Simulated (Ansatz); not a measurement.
# A hypothetical structure for CrCu4Te2S, part 2 of 2

This structure for CrCu4Te2S is made up. Its elements were placed in a known structure type with a cell scaled to their sizes. What cell does the guess relax to, and how far off was it?

Ansatz 0.2.0; DFT, PBEsol, plane-wave PAW, files of the set soft_1, scalar-relativistic, ferromagnetic start, cell and ions relaxed at zero pressure; PAW set soft_1 (the session's first sound run).

So far: The starting structure; Relaxation of the guess. The relaxed cell has a = 3.966, c = 9.993 Å (conventional setting).

### 3. Electronic structure of the relaxed cell

With the geometry fixed, one more self-consistent run, with a narrower smearing and the mesh shown in its input, gives the bands, and its pressure, and its forces where symmetry allows any, show how far the geometry depends on these settings.

This step: DFT, PBEsol, plane-wave PAW, files of the set soft_1, scalar-relativistic, ferromagnetic start, bands and density of states at the relaxed cell; PAW set soft_1 (Ansatz 0.2.0).

Input file input.yaml:

```yaml
crystal:
  lattice:
    - [3.9662315901, 0.0, 0.0]
    - [-1.983115795, 3.4348573143, 0.0]
    - [0.0, 0.0, 9.9927281751]
  atoms:
    - { symbol: Te, position: [0.3333333333, 0.6666666667, 0.7197328633] }
    - { symbol: Te, position: [0.3333333333, 0.6666666667, 0.2802671367] }
    - { symbol: Cu, position: [0.0, 0.0, 0.8831338044] }
    - { symbol: Cu, position: [0.0, 0.0, 0.3792698324] }
    - { symbol: Cu, position: [0.0, 0.0, 0.6207301676] }
    - { symbol: Cu, position: [0.0, 0.0, 0.1168661956] }
    - { symbol: Cr, position: [0.6666666667, 0.3333333333, 0.5], spin: 3.1 }
    - { symbol: S, position: [0.6666666667, 0.3333333333, 0.0] }
magnetization:
  spin_polarized: true
kpoints:
  mp_grid: { grid: [10, 10, 4] }
  band_path:
    path:
      - [[0.0, 0.0, 0.0], [0.5, 0.0, 0.0], [0.33333333, 0.33333333, 0.0], [0.0, 0.0, 0.0], [0.0, 0.0, 0.5], [0.5, 0.0, 0.5], [0.33333333, 0.33333333, 0.5], [0.0, 0.0, 0.5]]
      - [[0.5, 0.0, 0.5], [0.5, 0.0, 0.0]]
      - [[0.33333333, 0.33333333, 0.0], [0.33333333, 0.33333333, 0.5]]
    npoints: 8
scf:
  occupations: { method: fermi_dirac, width: 0.03 }
  n_extra_bands: 14
hamiltonian:
  xc: pbesol
  pseudopotentials: { kind: paw, azcp: { folder: soft_1 }, xc_functional: pbe }
output:
  forces: true
  stress: true
  write_bands: true
  dos: { projected: true }
  write_density: true
  write_potential: true
  elf: true
  volumetric_format: npy
```

On the command line:

```console
$ ansatz run input.yaml --threads 4 --pin off --max-ram 10240MiB --backend cpu --events-out ev --progress --plain --runs-dir out
```

Numbers of over 12 decimals in the logs are rounded to 6 here.

What it wrote:

```text
Warning: the band count 78 (scf.n_extra_bands) hosts the net moment |M| = 3.1000 μB (N_el = 128) but caps the reachable moment at 2·n_bands − N_el = 28.0000 μB, below the 79 bands that the automatic rule leaves for it — a moment growing past the seed, or the majority channel's smearing tail, pins there with fewer empty majority states than that count leaves; raise or omit scf.n_extra_bands unless the cap is intended
[...]
Crystal: 8 atoms, lattice volume = 136.135 Å³
Basis set: ecut = 420 eV, 2685 PW (Γ), exchange–correlation on 54×54×144 points (8 copies of the dense FFT grid, shifted against one another)
Bands: 78, of which v1, the nominal top of the filled ones, is band 64 counted from 1 (63 counted from 0)
Symmetry: 12 space group operations
[...]
k-points: 42 of 400 (time reversal used)
[...]
Starting moments: Σ|m| = 3.1 μB on 1 of 8 sites
[...]
SCF iter   1: F=—  HF=-44396.837849 eV  |F-HF|=—  |Δ(HF+E_count)|=         —  Δρ=1.06e-1 (↑1.06e-1 ↓8.75e-2)  dr2=7.43e1  dr2_m=7.03e-1  M=3.368 μB ∫|m|=4.369 μB  β_m=0.30  ethr=3.10e-3  ⟨swp⟩=7.0  Hψ=26356  notcnv=0  defer=11
[...]
SCF iter  19: F=-44391.453767 eV  HF=-44391.453767 eV  |F-HF|=1.92e-8  |Δ(HF+E_count)|=   1.36e-9  Δρ=1.88e-6 (↑1.88e-6 ↓1.57e-6)  dr2=1.76e-8  dr2_m=4.73e-11  M=2.792 μB ∫|m|=4.218 μB  ethr=7.57e-11  ⟨swp⟩=15.2  Hψ=49570  notcnv=0
SCF 1 converged in 19 iterations: F = -44391.453767 eV  dr2 = 1.76e-8
[...]
NSCF: frozen V_eff on 75 k-points
SCF converged after 19 iterations
Magnetization: 2.7922 μB (65.3961 up, 62.6039 down)
Absolute magnetization: 4.2515 μB (∫|ρ↑−ρ↓|, with the PAW one-centre terms)
[...]
Per-site moments (μB) at R_I (Å): [(-0.076207, 1.028970), (-0.076207, 1.028970), (-0.091652, 0.963445), (-0.00130111, 0.995300), (-0.00130111, 0.995300), (-0.091652, 0.963445), (3.098136, 1.067660), (-0.116029, 1.060330)]
Free energy (F): -44391.453767 eV
[...]
Internal energy: -44391.445277 eV  (E = F + TS)
E sigma→0 (E₀):  -44391.449522 eV
Entropy (-TS):   -0.008490 eV (-1.061 meV/atom)
Fermi energy:    12.988163 eV
[...]
--- Forces (eV/Å), atoms counted from 1 ---
  atom   1  Te    -0.00000000    -0.00000000     0.00667022
  atom   2  Te     0.00000000    -0.00000000    -0.00667022
  atom   3  Cu     0.00000000     0.00000000    -0.02538146
  atom   4  Cu    -0.00000000    -0.00000000    -0.00261341
  atom   5  Cu    -0.00000000    -0.00000000     0.00261341
  atom   6  Cu     0.00000000     0.00000000     0.02538146
  atom   7  Cr     0.00000000     0.00000000     0.00000000
  atom   8  S      0.00000000     0.00000000     0.00000000
  max |Σ_I F_I| component: 5.55e-17 eV/Å
--- Stress (GPa, compression-positive) ---
       -0.040143       0.000000       0.000000
        0.000000      -0.040143       0.000000
        0.000000       0.000000       0.033711
  P = ⅓ Tr σ = -0.0155 GPa (-0.155 kbar)
--- Band table (eV; the first three rows and the last of 84) ---
  k-point 0 ↑: bands = [... 60 lower, 12.3758, 12.6872, 12.6872, 13.2238, 13.3724, 13.3724, 13.8130, 13.8130, ... 10 higher]
  k-point 1 ↑: bands = [... 60 lower, 12.0583, 12.5983, 12.5983, 13.4388, 13.4388, 13.8066, 13.8066, 13.9268, ... 10 higher]
  k-point 2 ↑: bands = [... 60 lower, 12.0192, 12.5191, 12.5191, 13.4969, 13.4969, 13.7986, 13.7986, 14.7752, ... 10 higher]
  k-point 41 ↓: bands = [... 60 lower, 11.4145, 11.7666, 12.7277, 14.3985, 14.8148, 15.0426, 15.1872, 15.4522, ... 10 higher]
```

Wall time 90 s (4 threads of Arm Neoverse V1, shared host); peak memory 1.1 GiB.

This step gave:

* free energy: -44391.4538 eV
* energy at zero smearing: -44391.4495 eV
* smearing term TS: 0.008490 eV
* Fermi energy: 12.99 eV
* magnetization: 2.792 μB
* absolute magnetization: 4.251 μB
* site moments: -0.07621, -0.07621, -0.09165, -0.001301, -0.001301, -0.09165, 3.098, -0.1160 μB
* pressure: -0.01552 GPa

From bands.tsv, the bands that come nearest the Fermi level along the path, at its corners, in eV from the Fermi level:

```
point  band_63_up  band_64_up  band_65_up  band_66_up  band_59_dn  band_60_dn  band_61_dn  band_62_dn
    Γ        0.24        0.38        0.38        0.82       -0.06       -0.06        0.29        0.29
    M       -0.74       -0.54        0.02        0.38       -1.44       -1.24       -0.63       -0.48
    K       -0.93       -0.84       -0.06        0.25       -1.49       -1.41       -1.07       -0.53
    Γ        0.24        0.38        0.38        0.82       -0.06       -0.06        0.29        0.29
    A        0.51        0.51        0.81        0.81       -0.56        0.40        0.40        0.94
    L       -0.72       -0.71       -0.04        0.42       -1.49       -1.09       -0.69       -0.14
    H       -0.87       -0.72       -0.60        0.05       -1.94       -1.63       -1.36       -0.23
    A        0.51        0.51        0.81        0.81       -0.56        0.40        0.40        0.94
    L       -0.72       -0.71       -0.04        0.42       -1.49       -1.09       -0.69       -0.14
    M       -0.74       -0.54        0.02        0.38       -1.44       -1.24       -0.63       -0.48
    K       -0.93       -0.84       -0.06        0.25       -1.49       -1.41       -1.07       -0.53
    H       -0.87       -0.72       -0.60        0.05       -1.94       -1.63       -1.36       -0.23
```

Spin density in the ac plane at fractional y = 0.333, with atoms of Cr and S within 0.2 Å of it.

Ten even steps from '0' (0.0 e/Å³) to '9' (3.9 e/Å³), each cell a mean:
```
00000000000000
00000000000000
00000000000000
00000000000000
00000000000000
00000000000000
00000000000000
00000000000000
00000000000000
00000000000000
00000001233100
00000002697310
00000001475200
00000000111000
00000000000000
00000000000000
00000000000000
00000000000000
00000000000000
00000000000000
00000000000000
00000000000000
00000000000000
00000000000000
```
Columns run along a (4.0 Å), rows up along c (10.0 Å). Atoms in or near the plane, at fractional coordinates: Cr at (0.67, 0.50), S at (0.67, 0.00).

ELF in the ac plane at fractional y = 0.333, with atoms of Cr and S within 0.2 Å of it. It is the smooth field of the valence electrons, not physical close to the nuclei.

Ten even steps from '0' (0.02) to '9' (0.87), each cell a mean:
```
31112688523797
21111479999985
11111135787642
12221111222111
34443210000012
56665420000013
56665431000024
55555431100124
44334432111123
33223321222112
22223213566411
22222125899631
22222114788521
32223212344212
33333321111123
44444432111124
55555431000124
56665431000024
45555320000012
23332210000001
11111113455321
11111258999863
21112589867986
42113698301698
```
Columns run along a (4.0 Å), rows up along c (10.0 Å). Atoms in or near the plane, at fractional coordinates: Cr at (0.67, 0.50), S at (0.67, 0.00).

Valence density in the ac plane at fractional y = 0.333, with atoms of Cr and S within 0.2 Å of it. It is the smooth field of the valence electrons, not physical close to the nuclei.

Values in e/Å³, 24 rows by 14 columns, each cell a mean:
```
 0  0  0  0  0  0  1  1  1  1  1  1  1  0
 0  0  0  0  0  0  0  1  1  1  1  1  0  0
 0  0  0  0  0  0  0  0  0  0  0  0  0  0
 0  0  0  0  0  0  0  0  0  0  0  0  0  0
 0  0  0  0  0  0  0  0  0  0  0  0  0  0
 0  0  0  0  0  0  0  0  0  0  0  0  0  0
 0  0  0  0  0  0  0  0  0  0  0  0  0  0
 0  0  0  0  0  0  0  0  0  0  0  0  0  0
 0  0  0  0  0  0  0  0  0  0  0  0  0  0
 0  0  0  0  0  0  0  0  0  1  0  0  0  0
 0  0  0  0  0  0  0  1  4  6  5  2  0  0
 0  0  0  0  0  0  1  4 11 18 15  6  1  0
 0  0  0  0  0  0  0  3  8 13 10  4  1  0
 0  0  0  0  0  0  0  1  1  2  2  1  0  0
 0  0  0  0  0  0  0  0  0  0  0  0  0  0
 0  0  0  0  0  0  0  0  0  0  0  0  0  0
 0  0  0  0  0  0  0  0  0  0  0  0  0  0
 0  0  0  0  0  0  0  0  0  0  0  0  0  0
 0  0  0  0  0  0  0  0  0  0  0  0  0  0
 0  0  0  0  0  0  0  0  0  0  0  0  0  0
 0  0  0  0  0  0  0  0  0  0  0  0  0  0
 0  0  0  0  0  0  0  0  1  1  1  0  0  0
 0  0  0  0  0  0  0  1  1  1  1  1  1  0
 0  0  0  0  0  0  1  1  1  0  1  1  1  0
```
Columns run along a (4.0 Å), rows up along c (10.0 Å). Atoms in or near the plane, at fractional coordinates: Cr at (0.67, 0.50), S at (0.67, 0.00).

### 4. Summary of results

```json
{
 "space group, relaxed": "P-6m2",
 "conventional cell": "a = 3.966, b = 3.966, c = 9.993 Å; α = 90.0°, β = 90.0°, γ = 120.0°",
 "volume per atom": "17.02 Å³ (guess 18.55)",
 "total moment": "2.82 μB in the cell of 8 atoms"
}
```

In words: CrCu4Te2S relaxes to P-6m2 with a = 3.966, b = 3.966 and c = 9.993 Å. The guessed volume was 9 % too large. The space group P-6m2 was held in the relaxation, so the end point is a stationary structure within it and may be a saddle against distortions or other arrangements. The input starts from parallel moments, and no other start was typed. Bands cross the Fermi level, so it is a metal or semimetal at this level. On the 10×10×4 mesh with the narrower smearing (relaxed on 8×8×3) the largest force component is 0.025 eV/Å and the largest stress component is 0.040 GPa, against the relaxation's thresholds of 0.015 eV/Å and 0.05 GPa. The cutoff wasn't tested. A vector of the cell changed its length by 11 %, more than the volume shows. Spin-orbit coupling is left out, which can matter for elements this heavy. No dispersion term is used, so weakly bound directions may come out too long. Nothing here tests whether the compound is stable against decomposition.

[Logs are printed without paths, hosts, clocks, repeated set-up lines and the standing remarks that a program may print on its own settings, such as how far it seeks lower states.]

[Hosts, paths, dates, database ids (printed as entryN), source tags and the programs' standing remarks are cut or masked in the printed files.]
